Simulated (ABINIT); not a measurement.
# CdAgH3 (Pm-3m): zone-centre phonons, part 3 of 3

Aim: the zone-centre modes of CdAgH3 (Pm-3m).

ABINIT 10.8.3; DFT PBE, scalar-relativistic, plane waves, PseudoDojo norm-conserving pseudopotentials.

So far. Step 6 (Self-consistent run for the response): The cell stands at -0.29 GPa: the relaxation ran with a smoothed and higher cutoff, and the difference is a stress of the finite basis. Step 7 (Linear response at Γ): The acoustic modes at Γ come out as far as 3.6 cm⁻¹ from zero, where they should vanish, a small numerical error. The lowest optical mode is imaginary, 318i cm⁻¹, an instability at this level and on this k mesh. The relaxed cell has a = 3.934 Å (conventional setting).

The structure was built from a prototype and need not be the compound's stable phase.

In doubt: a PseudoDojo file used here is known to give poor structures and forces, so the values of those runs are not to be relied on.

## Step 8: Modes with the sum rule

anaddb reads the merged derivatives and imposes the acoustic sum rule.

anaddb.abi reads:

```
ddb_filepath "gamma_DDB"
output_file "anaddb.abo"
outdata_prefix "anaddb"
asr 1
chneut 1
enunit 2
eivec 1
nph1l 1
qph1l 0.0 0.0 0.0 1.0
```

mrgddb.in reads:

```
gamma_DDB
merged
2
dfpt_gammao_DDB
gso_DDB
```

On the command line:

```bash
$ mrgddb < mrgddb.in > mrgddb.log
$ OMP_NUM_THREADS=1 anaddb anaddb.abi > anaddb.log
```

anaddb.abo, the main output file:

```text
-outvars_anaddb: echo values of input variables ----------------------

 Miscellaneous information :
      enunit         2
       eivec         1
         asr         1
 First list of wavevector (reduced coord.) :
       nph1l         1
       qph1l
                     0.00000000E+00  0.00000000E+00  0.00000000E+00    1.000E+00

================================================================================

 read the DDB information and perform some checks

  ==== Info on the Cryst% object ====
 Real(R)+Recip(G) space primitive vectors, cartesian coordinates (Bohr,Bohr^-1):
 R(1)=  7.4349610  0.0000000  0.0000000  G(1)=  0.1344997  0.0000000  0.0000000
 R(2)=  0.0000000  7.4349610  0.0000000  G(2)=  0.0000000  0.1344997  0.0000000
 R(3)=  0.0000000  0.0000000  7.4349610  G(3)=  0.0000000  0.0000000  0.1344997
 Unit cell volume ucvol=  4.1099457E+02 bohr^3
 Angles (23,13,12)=  9.00000000E+01  9.00000000E+01  9.00000000E+01 degrees
 Time-reversal symmetry is present
 Reduced atomic positions [iatom, xred, symbol]:
    1)    0.0000000  0.0000000  0.0000000  Ag
    2)    0.5000000  0.5000000  0.5000000  Cd
    3)    0.5000000  0.5000000  0.0000000   H
    4)    0.5000000  0.0000000  0.5000000   H
    5)    0.0000000  0.5000000  0.5000000   H

 DDB file with 3 blocks has been read.

================================================================================

 Treat the first list of vectors

  Phonon wavevector (reduced coordinates) :  0.00000  0.00000  0.00000
 Phonon energies in Hartree :
  -1.451473E-03 -1.451473E-03 -1.451473E-03 -1.269066E-03 -1.269066E-03
  -1.269066E-03  0.000000E+00  0.000000E+00  0.000000E+00  3.025835E-04
   3.025835E-04  3.025835E-04  5.393598E-03  5.393598E-03  5.393598E-03
 Phonon energies in meV     :
- -3.949659E+01 -3.949659E+01 -3.949659E+01 -3.453303E+01 -3.453303E+01
- -3.453303E+01  0.000000E+00  0.000000E+00  0.000000E+00  8.233717E+00
-  8.233717E+00  8.233717E+00  1.467673E+02  1.467673E+02  1.467673E+02
 Phonon frequencies in cm-1    :
- -3.185614E+02 -3.185614E+02 -3.185614E+02 -2.785277E+02 -2.785277E+02
- -2.785277E+02  0.000000E+00  0.000000E+00  0.000000E+00  6.640940E+01
-  6.640940E+01  6.640940E+01  1.183758E+03  1.183758E+03  1.183758E+03
 Phonon frequencies in Thz     :
- -9.550232E+00 -9.550232E+00 -9.550232E+00 -8.350050E+00 -8.350050E+00
- -8.350050E+00  0.000000E+00  0.000000E+00  0.000000E+00  1.990904E+00
-  1.990904E+00  1.990904E+00  3.548817E+01  3.548817E+01  3.548817E+01
 Phonon energies in Kelvin  :
- -4.583388E+02 -4.583388E+02 -4.583388E+02 -4.007392E+02 -4.007392E+02
- -4.007392E+02  0.000000E+00  0.000000E+00  0.000000E+00  9.554831E+01
-  9.554831E+01  9.554831E+01  1.703163E+03  1.703163E+03  1.703163E+03

 Eigendisplacements
 (will be given, for each mode : in cartesian coordinates
   for each atom the real part of the displacement vector,
   then the imaginary part of the displacement vector - absolute values smaller than 1.0d-7 are set to zero)
  Mode number    1   Energy   -1.451473E-03
 Attention : low frequency mode.
   (Could be unstable or acoustic mode)
-  1  0.00000000E+00  0.00000000E+00 -5.19132811E-04
-     0.00000000E+00  0.00000000E+00  0.00000000E+00
-  2  0.00000000E+00  0.00000000E+00  1.60560371E-04
-     0.00000000E+00  0.00000000E+00  0.00000000E+00
-  3 -3.21260288E-07  1.93256454E-07  7.38315374E-03
-     0.00000000E+00  0.00000000E+00  0.00000000E+00
-  4 -3.21260288E-07  0.00000000E+00  1.51332596E-02
-     0.00000000E+00  0.00000000E+00  0.00000000E+00
-  5 -1.56735175E-07  1.93256454E-07  1.51332596E-02
-     0.00000000E+00  0.00000000E+00  0.00000000E+00
  Mode number    2   Energy   -1.451473E-03
 Attention : low frequency mode.
   (Could be unstable or acoustic mode)
-  1  0.00000000E+00  5.19132812E-04  0.00000000E+00
-     0.00000000E+00  0.00000000E+00  0.00000000E+00
-  2  0.00000000E+00 -1.60560371E-04  0.00000000E+00
-     0.00000000E+00  0.00000000E+00  0.00000000E+00
-  3  0.00000000E+00 -1.51332596E-02  0.00000000E+00
-     0.00000000E+00  0.00000000E+00  0.00000000E+00
-  4  0.00000000E+00 -7.38315374E-03  1.93255802E-07
-     0.00000000E+00  0.00000000E+00  0.00000000E+00
-  5  0.00000000E+00 -1.51332596E-02  1.93255802E-07
-     0.00000000E+00  0.00000000E+00  0.00000000E+00
  Mode number    3   Energy   -1.451473E-03
 Attention : low frequency mode.
   (Could be unstable or acoustic mode)
-  1  5.19132812E-04  0.00000000E+00  0.00000000E+00
-     0.00000000E+00  0.00000000E+00  0.00000000E+00
-  2 -1.60560371E-04  0.00000000E+00  0.00000000E+00
-     0.00000000E+00  0.00000000E+00  0.00000000E+00
-  3 -1.51332596E-02  0.00000000E+00 -1.56735366E-07
-     0.00000000E+00  0.00000000E+00  0.00000000E+00
-  4 -1.51332596E-02  0.00000000E+00 -3.21260680E-07
-     0.00000000E+00  0.00000000E+00  0.00000000E+00
-  5 -7.38315374E-03  0.00000000E+00 -3.21260680E-07
-     0.00000000E+00  0.00000000E+00  0.00000000E+00
  Mode number    4   Energy   -1.269066E-03
 Attention : low frequency mode.
   (Could be unstable or acoustic mode)
-  1  0.00000000E+00  0.00000000E+00  0.00000000E+00
-     0.00000000E+00  0.00000000E+00  0.00000000E+00
-  2  0.00000000E+00  0.00000000E+00  0.00000000E+00
-     0.00000000E+00  0.00000000E+00  0.00000000E+00
-  3  0.00000000E+00 -2.94041767E-06  0.00000000E+00
-     0.00000000E+00  0.00000000E+00  0.00000000E+00
-  4  0.00000000E+00  0.00000000E+00  1.64963402E-02
-     0.00000000E+00  0.00000000E+00  0.00000000E+00
-  5  0.00000000E+00  2.94041767E-06 -1.64963402E-02
-     0.00000000E+00  0.00000000E+00  0.00000000E+00
  Mode number    5   Energy   -1.269066E-03
 Attention : low frequency mode.
   (Could be unstable or acoustic mode)
-  1  0.00000000E+00  0.00000000E+00  0.00000000E+00
-     0.00000000E+00  0.00000000E+00  0.00000000E+00
-  2  0.00000000E+00  0.00000000E+00  0.00000000E+00
-     0.00000000E+00  0.00000000E+00  0.00000000E+00
-  3  2.50184497E-07 -1.64963402E-02  0.00000000E+00
-     0.00000000E+00  0.00000000E+00  0.00000000E+00
-  4 -2.50184497E-07  0.00000000E+00 -2.94041770E-06
-     0.00000000E+00  0.00000000E+00  0.00000000E+00
-  5  0.00000000E+00  1.64963402E-02  2.94041770E-06
-     0.00000000E+00  0.00000000E+00  0.00000000E+00
  Mode number    6   Energy   -1.269066E-03
 Attention : low frequency mode.
   (Could be unstable or acoustic mode)
-  1  0.00000000E+00  0.00000000E+00  0.00000000E+00
-     0.00000000E+00  0.00000000E+00  0.00000000E+00
-  2  0.00000000E+00  0.00000000E+00  0.00000000E+00
-     0.00000000E+00  0.00000000E+00  0.00000000E+00
-  3  1.64963404E-02  2.50184896E-07  0.00000000E+00
-     0.00000000E+00  0.00000000E+00  0.00000000E+00
-  4 -1.64963404E-02  0.00000000E+00  0.00000000E+00
-     0.00000000E+00  0.00000000E+00  0.00000000E+00
-  5  0.00000000E+00 -2.50184895E-07  0.00000000E+00
-     0.00000000E+00  0.00000000E+00  0.00000000E+00
  Mode number    7   Energy    0.000000E+00
 Attention : low frequency mode.
   (Could be unstable or acoustic mode)
-  1  0.00000000E+00  0.00000000E+00  1.56736239E-03
-     0.00000000E+00  0.00000000E+00  0.00000000E+00
-  2  0.00000000E+00  0.00000000E+00  1.56738518E-03
-     0.00000000E+00  0.00000000E+00  0.00000000E+00
-  3  0.00000000E+00  0.00000000E+00  1.56738327E-03
-     0.00000000E+00  0.00000000E+00  0.00000000E+00
-  4  0.00000000E+00  0.00000000E+00  1.56737251E-03
-     0.00000000E+00  0.00000000E+00  0.00000000E+00
-  5  0.00000000E+00  0.00000000E+00  1.56737251E-03
-     0.00000000E+00  0.00000000E+00  0.00000000E+00
  Mode number    8   Energy    0.000000E+00
 Attention : low frequency mode.
   (Could be unstable or acoustic mode)
-  1  2.97673796E-07 -1.56736236E-03  0.00000000E+00
-     0.00000000E+00  0.00000000E+00  0.00000000E+00
-  2  2.97678125E-07 -1.56738515E-03  0.00000000E+00
-     0.00000000E+00  0.00000000E+00  0.00000000E+00
-  3  2.97675719E-07 -1.56737248E-03  0.00000000E+00
-     0.00000000E+00  0.00000000E+00  0.00000000E+00
-  4  2.97675719E-07 -1.56738324E-03  0.00000000E+00
-     0.00000000E+00  0.00000000E+00  0.00000000E+00
-  5  2.97677763E-07 -1.56737248E-03  0.00000000E+00
-     0.00000000E+00  0.00000000E+00  0.00000000E+00
  Mode number    9   Energy    0.000000E+00
 Attention : low frequency mode.
   (Could be unstable or acoustic mode)
-  1  1.56736236E-03  2.97673922E-07  0.00000000E+00
-     0.00000000E+00  0.00000000E+00  0.00000000E+00
-  2  1.56738515E-03  2.97678250E-07  0.00000000E+00
-     0.00000000E+00  0.00000000E+00  0.00000000E+00
-  3  1.56737248E-03  2.97675845E-07  0.00000000E+00
-     0.00000000E+00  0.00000000E+00  0.00000000E+00
-  4  1.56737248E-03  2.97677889E-07  0.00000000E+00
-     0.00000000E+00  0.00000000E+00  0.00000000E+00
-  5  1.56738324E-03  2.97675845E-07  0.00000000E+00
-     0.00000000E+00  0.00000000E+00  0.00000000E+00
  Mode number   10   Energy    3.025835E-04
-  1  0.00000000E+00  0.00000000E+00 -1.53585004E-03
-     0.00000000E+00  0.00000000E+00  0.00000000E+00
-  2  0.00000000E+00  0.00000000E+00  1.54306932E-03
-     0.00000000E+00  0.00000000E+00  0.00000000E+00
-  3  0.00000000E+00  0.00000000E+00 -5.18350068E-04
-     0.00000000E+00  0.00000000E+00  0.00000000E+00
-  4  0.00000000E+00  0.00000000E+00 -3.60566541E-03
-     0.00000000E+00  0.00000000E+00  0.00000000E+00
-  5  0.00000000E+00  0.00000000E+00 -3.60566541E-03
-     0.00000000E+00  0.00000000E+00  0.00000000E+00
  Mode number   11   Energy    3.025835E-04
-  1  0.00000000E+00  1.53585004E-03  0.00000000E+00
-     0.00000000E+00  0.00000000E+00  0.00000000E+00
-  2  0.00000000E+00 -1.54306932E-03  0.00000000E+00
-     0.00000000E+00  0.00000000E+00  0.00000000E+00
-  3  0.00000000E+00  3.60566541E-03  0.00000000E+00
-     0.00000000E+00  0.00000000E+00  0.00000000E+00
-  4  0.00000000E+00  5.18350068E-04  0.00000000E+00
-     0.00000000E+00  0.00000000E+00  0.00000000E+00
-  5  0.00000000E+00  3.60566541E-03  0.00000000E+00
-     0.00000000E+00  0.00000000E+00  0.00000000E+00
  Mode number   12   Energy    3.025835E-04
-  1  1.53585004E-03  0.00000000E+00  0.00000000E+00
-     0.00000000E+00  0.00000000E+00  0.00000000E+00
-  2 -1.54306932E-03  0.00000000E+00  0.00000000E+00
-     0.00000000E+00  0.00000000E+00  0.00000000E+00
-  3  3.60566541E-03  0.00000000E+00  0.00000000E+00
-     0.00000000E+00  0.00000000E+00  0.00000000E+00
-  4  3.60566541E-03  0.00000000E+00  0.00000000E+00
-     0.00000000E+00  0.00000000E+00  0.00000000E+00
-  5  5.18350068E-04  0.00000000E+00  0.00000000E+00
-     0.00000000E+00  0.00000000E+00  0.00000000E+00
  Mode number   13   Energy    5.393598E-03
-  1  0.00000000E+00  0.00000000E+00  2.62849643E-05
-     0.00000000E+00  0.00000000E+00  0.00000000E+00
-  2  0.00000000E+00  0.00000000E+00 -1.28793303E-04
-     0.00000000E+00  0.00000000E+00  0.00000000E+00
-  3  0.00000000E+00  0.00000000E+00  2.20685786E-02
-     0.00000000E+00  0.00000000E+00  0.00000000E+00
-  4  0.00000000E+00  0.00000000E+00 -5.25891834E-03
-     0.00000000E+00  0.00000000E+00  0.00000000E+00
-  5  0.00000000E+00  0.00000000E+00 -5.25891834E-03
-     0.00000000E+00  0.00000000E+00  0.00000000E+00
  Mode number   14   Energy    5.393598E-03
-  1  0.00000000E+00  2.62849643E-05  0.00000000E+00
-     0.00000000E+00  0.00000000E+00  0.00000000E+00
-  2  0.00000000E+00 -1.28793303E-04  0.00000000E+00
-     0.00000000E+00  0.00000000E+00  0.00000000E+00
-  3 -2.46592562E-07 -5.25891834E-03  0.00000000E+00
-     0.00000000E+00  0.00000000E+00  0.00000000E+00
-  4 -2.46592562E-07  2.20685786E-02  0.00000000E+00
-     0.00000000E+00  0.00000000E+00  0.00000000E+00
-  5  1.03480354E-06 -5.25891834E-03  0.00000000E+00
-     0.00000000E+00  0.00000000E+00  0.00000000E+00
  Mode number   15   Energy    5.393598E-03
-  1  2.62849643E-05  0.00000000E+00  0.00000000E+00
-     0.00000000E+00  0.00000000E+00  0.00000000E+00
-  2 -1.28793303E-04  0.00000000E+00  0.00000000E+00
-     0.00000000E+00  0.00000000E+00  0.00000000E+00
-  3 -5.25891834E-03  2.46592562E-07  0.00000000E+00
-     0.00000000E+00  0.00000000E+00  0.00000000E+00
-  4 -5.25891834E-03 -1.03480354E-06  0.00000000E+00
-     0.00000000E+00  0.00000000E+00  0.00000000E+00
-  5  2.20685786E-02  2.46592562E-07  0.00000000E+00
-     0.00000000E+00  0.00000000E+00  0.00000000E+00

 Analysis of degeneracies and characters (maximum tolerance=1.00E-06 a.u.)
 For each vibration mode, or group of modes if degenerate,
 the characters are given for each symmetry operation (see the list in the log file).
 Symmetry characters of vibration mode #   1
       degenerate with vibration modes #   2 to    3
  3.0 -3.0 -1.0  1.0 -1.0  1.0 -1.0  1.0  1.0 -1.0 -1.0  1.0  1.0 -1.0 -1.0  1.0
 -0.0  0.0 -0.0  0.0  0.0 -0.0  0.0 -0.0  1.0 -1.0 -1.0  1.0 -1.0  1.0  1.0 -1.0
 -0.0  0.0  0.0 -0.0  0.0 -0.0 -0.0  0.0  1.0 -1.0  1.0 -1.0 -1.0  1.0 -1.0  1.0
 Symmetry characters of vibration mode #   4
       degenerate with vibration modes #   5 to    6
  3.0 -3.0 -1.0  1.0 -1.0  1.0 -1.0  1.0 -1.0  1.0  1.0 -1.0 -1.0  1.0  1.0 -1.0
 -0.0  0.0 -0.0  0.0  0.0 -0.0  0.0 -0.0 -1.0  1.0  1.0 -1.0  1.0 -1.0 -1.0  1.0
 -0.0  0.0  0.0 -0.0  0.0 -0.0 -0.0  0.0 -1.0  1.0 -1.0  1.0  1.0 -1.0  1.0 -1.0
 Symmetry characters of vibration mode #   7
       degenerate with vibration modes #   8 to    9
  3.0 -3.0 -1.0  1.0 -1.0  1.0 -1.0  1.0  1.0 -1.0 -1.0  1.0  1.0 -1.0 -1.0  1.0
  0.0 -0.0  0.0 -0.0 -0.0  0.0 -0.0  0.0  1.0 -1.0 -1.0  1.0 -1.0  1.0  1.0 -1.0
  0.0 -0.0 -0.0  0.0 -0.0  0.0  0.0 -0.0  1.0 -1.0  1.0 -1.0 -1.0  1.0 -1.0  1.0
 Symmetry characters of vibration mode #  10
       degenerate with vibration modes #  11 to   12
  3.0 -3.0 -1.0  1.0 -1.0  1.0 -1.0  1.0  1.0 -1.0 -1.0  1.0  1.0 -1.0 -1.0  1.0
 -0.0  0.0  0.0 -0.0 -0.0  0.0  0.0 -0.0  1.0 -1.0 -1.0  1.0 -1.0  1.0  1.0 -1.0
 -0.0  0.0 -0.0  0.0  0.0 -0.0  0.0 -0.0  1.0 -1.0  1.0 -1.0 -1.0  1.0 -1.0  1.0
 Symmetry characters of vibration mode #  13
       degenerate with vibration modes #  14 to   15
  3.0 -3.0 -1.0  1.0 -1.0  1.0 -1.0  1.0  1.0 -1.0 -1.0  1.0  1.0 -1.0 -1.0  1.0
 -0.0  0.0  0.0 -0.0 -0.0  0.0  0.0 -0.0  1.0 -1.0 -1.0  1.0 -1.0  1.0  1.0 -1.0
 -0.0  0.0 -0.0  0.0  0.0 -0.0  0.0 -0.0  1.0 -1.0  1.0 -1.0 -1.0  1.0 -1.0  1.0
-
```

Elapsed: 0.51 s, on 1 thread of Arm Neoverse V1, shared host.

This step gave:

| Item | Value |
| --- | --- |
| lowest optical zone-centre mode | -318.6 cm⁻¹ |

No LO-TO term; unit eigenvectors of the mass-weighted matrix, from anaddb's displacements. Modes at Γ, with each element's share of the kinetic energy (negative means imaginary):

```tsv
mode	frequency (cm⁻¹)	symmetry	Ag %	Cd %	H %
1	-318.6	T1u	5	1	94
2	-318.6	T1u	5	1	94
3	-318.6	T1u	5	1	94
4	-278.5	T2u	0	0	100
5	-278.5	T2u	0	0	100
6	-278.5	T2u	0	0	100
7	0.0	acoustic	48	50	1
8	0.0	acoustic	48	50	1
9	0.0	acoustic	48	50	1
10	66.4	T1u	46	49	5
11	66.4	T1u	46	49	5
12	66.4	T1u	46	49	5
13	1183.8	T1u	0	0	100
14	1183.8	T1u	0	0	100
15	1183.8	T1u	0	0	100
```

Displacements in mode 1 (-318.6 cm⁻¹), the largest set to 1:
```
Ag1  0.00  0.00 -0.03
Cd2  0.00  0.00  0.01
H3   0.00  0.00  0.49
H4   0.00  0.00  1.00
H5   0.00  0.00  1.00
```

Displacements in mode 13 (1183.8 cm⁻¹), the largest set to 1:
```
Ag1  0.00  0.00  0.00
Cd2  0.00  0.00 -0.01
H3   0.00  0.00  1.00
H4   0.00  0.00 -0.24
H5   0.00  0.00 -0.24
```

The rule also moves an optical mode by 0.7 cm⁻¹.

## Step 9: Summary of results

```json
{
 "space group after relaxation": "Pm-3m",
 "volume per atom": "12.2 Å³",
 "highest optical zone-centre mode (no LO-TO term)": "1184 cm⁻¹",
 "lowest optical zone-centre mode": "-318.6 cm⁻¹",
 "imaginary optical modes at the zone centre (no q mesh in this session)": "yes"
}
```

**Reading.** At the PBE level the optical modes of CdAgH3 (Pm-3m) at the zone centre run from 319i to 1184 cm⁻¹, so the structure is a saddle point, with 6 modes beyond 10i cm⁻¹ there. These are harmonic frequencies at zero temperature: anharmonic shifts and linewidths and thermal expansion are left out. In a metal the frequencies hang on the k mesh and the smearing, most of all near Kohn anomalies. The structure is a hypothetical one, built on a prototype.

[Host names and launcher messages were left out of these logs when they were recorded.]

[Logs are printed without paths, hosts, clocks, repeated set-up lines and the standing remarks that a program may print on its own settings, such as how far it seeks lower states.]

[Hosts, paths, dates, database ids (printed as entryN), source tags and the programs' standing remarks are cut or masked in the printed files.]
